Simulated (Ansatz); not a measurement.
Rows from a G0W0 calculation on AsP (buckled honeycomb monolayer) (Ansatz 0.2.0; G0W0 on PBEsol, plane waves, PAW; PAW set soft_1; 6×6×1 mesh, 82 empty bands, screening to 27 eV, PAW set soft_1 files), in eV. Spin-orbit coupling is left out.

| row | k | band | start | Σx | Σc at the solution | Vxc |
| --- | --- | --- | --- | --- | --- | --- |
| A | (0.000, 0.333, 0.000) | c1 | -4.026 | -8.238 | -2.958 | -12.094 |
| B | (0.000, 0.333, 0.000) | c2 | -1.766 | -6.743 | -3.639 | -11.273 |
| C | Γ | v1 | -5.703 | -16.582 | 1.555 | -15.183 |
| D | Γ | c2 | -1.922 | -9.339 | -3.670 | -14.202 |
| E | Γ | c1 | -2.813 | -9.828 | -3.499 | -14.562 |
| F | (0.000, 0.333, 0.000) | v1 | -6.312 | -15.433 | 1.898 | -13.409 |

Give the quasiparticle energies and the shift of each level.

The quasiparticle equation reads E = start + Σx + Σc(E) − Vxc.

| row | E (eV) | shift (eV) |
| --- | --- | --- |
| A | -3.128 | +0.898 |
| B | -0.876 | +0.890 |
| C | -5.547 | +0.156 |
| D | -0.729 | +1.193 |
| E | -1.579 | +1.235 |
| F | -6.438 | −0.126 |

Limits: short of the basis limit; no spin-orbit coupling.

[Paths, hosts, dates, memory and timing lines, banners, echoed tables and standing remarks are left out of the program output; an Ansatz launch command may be rebuilt from the run's recorded settings. Measured values are a selection of at most five: reports struck by readers or far from the other reports are left out. None is set beside runs whose start may be inverted or whose files or cutoffs have a known fault.]

[Runs of the session that timed out or met a known fault of the program may be left out.]

[Cells called generated may have been cut or substituted from an entry of the Crystallography Open Database or the Materials Project.]

[Hosts, paths, dates, database ids (printed as entryN), source tags and the programs' standing remarks are cut or masked in the printed files.]

[Where the starting crystal was built by hand or by swapping elements, it need not be the compound's stable phase.]
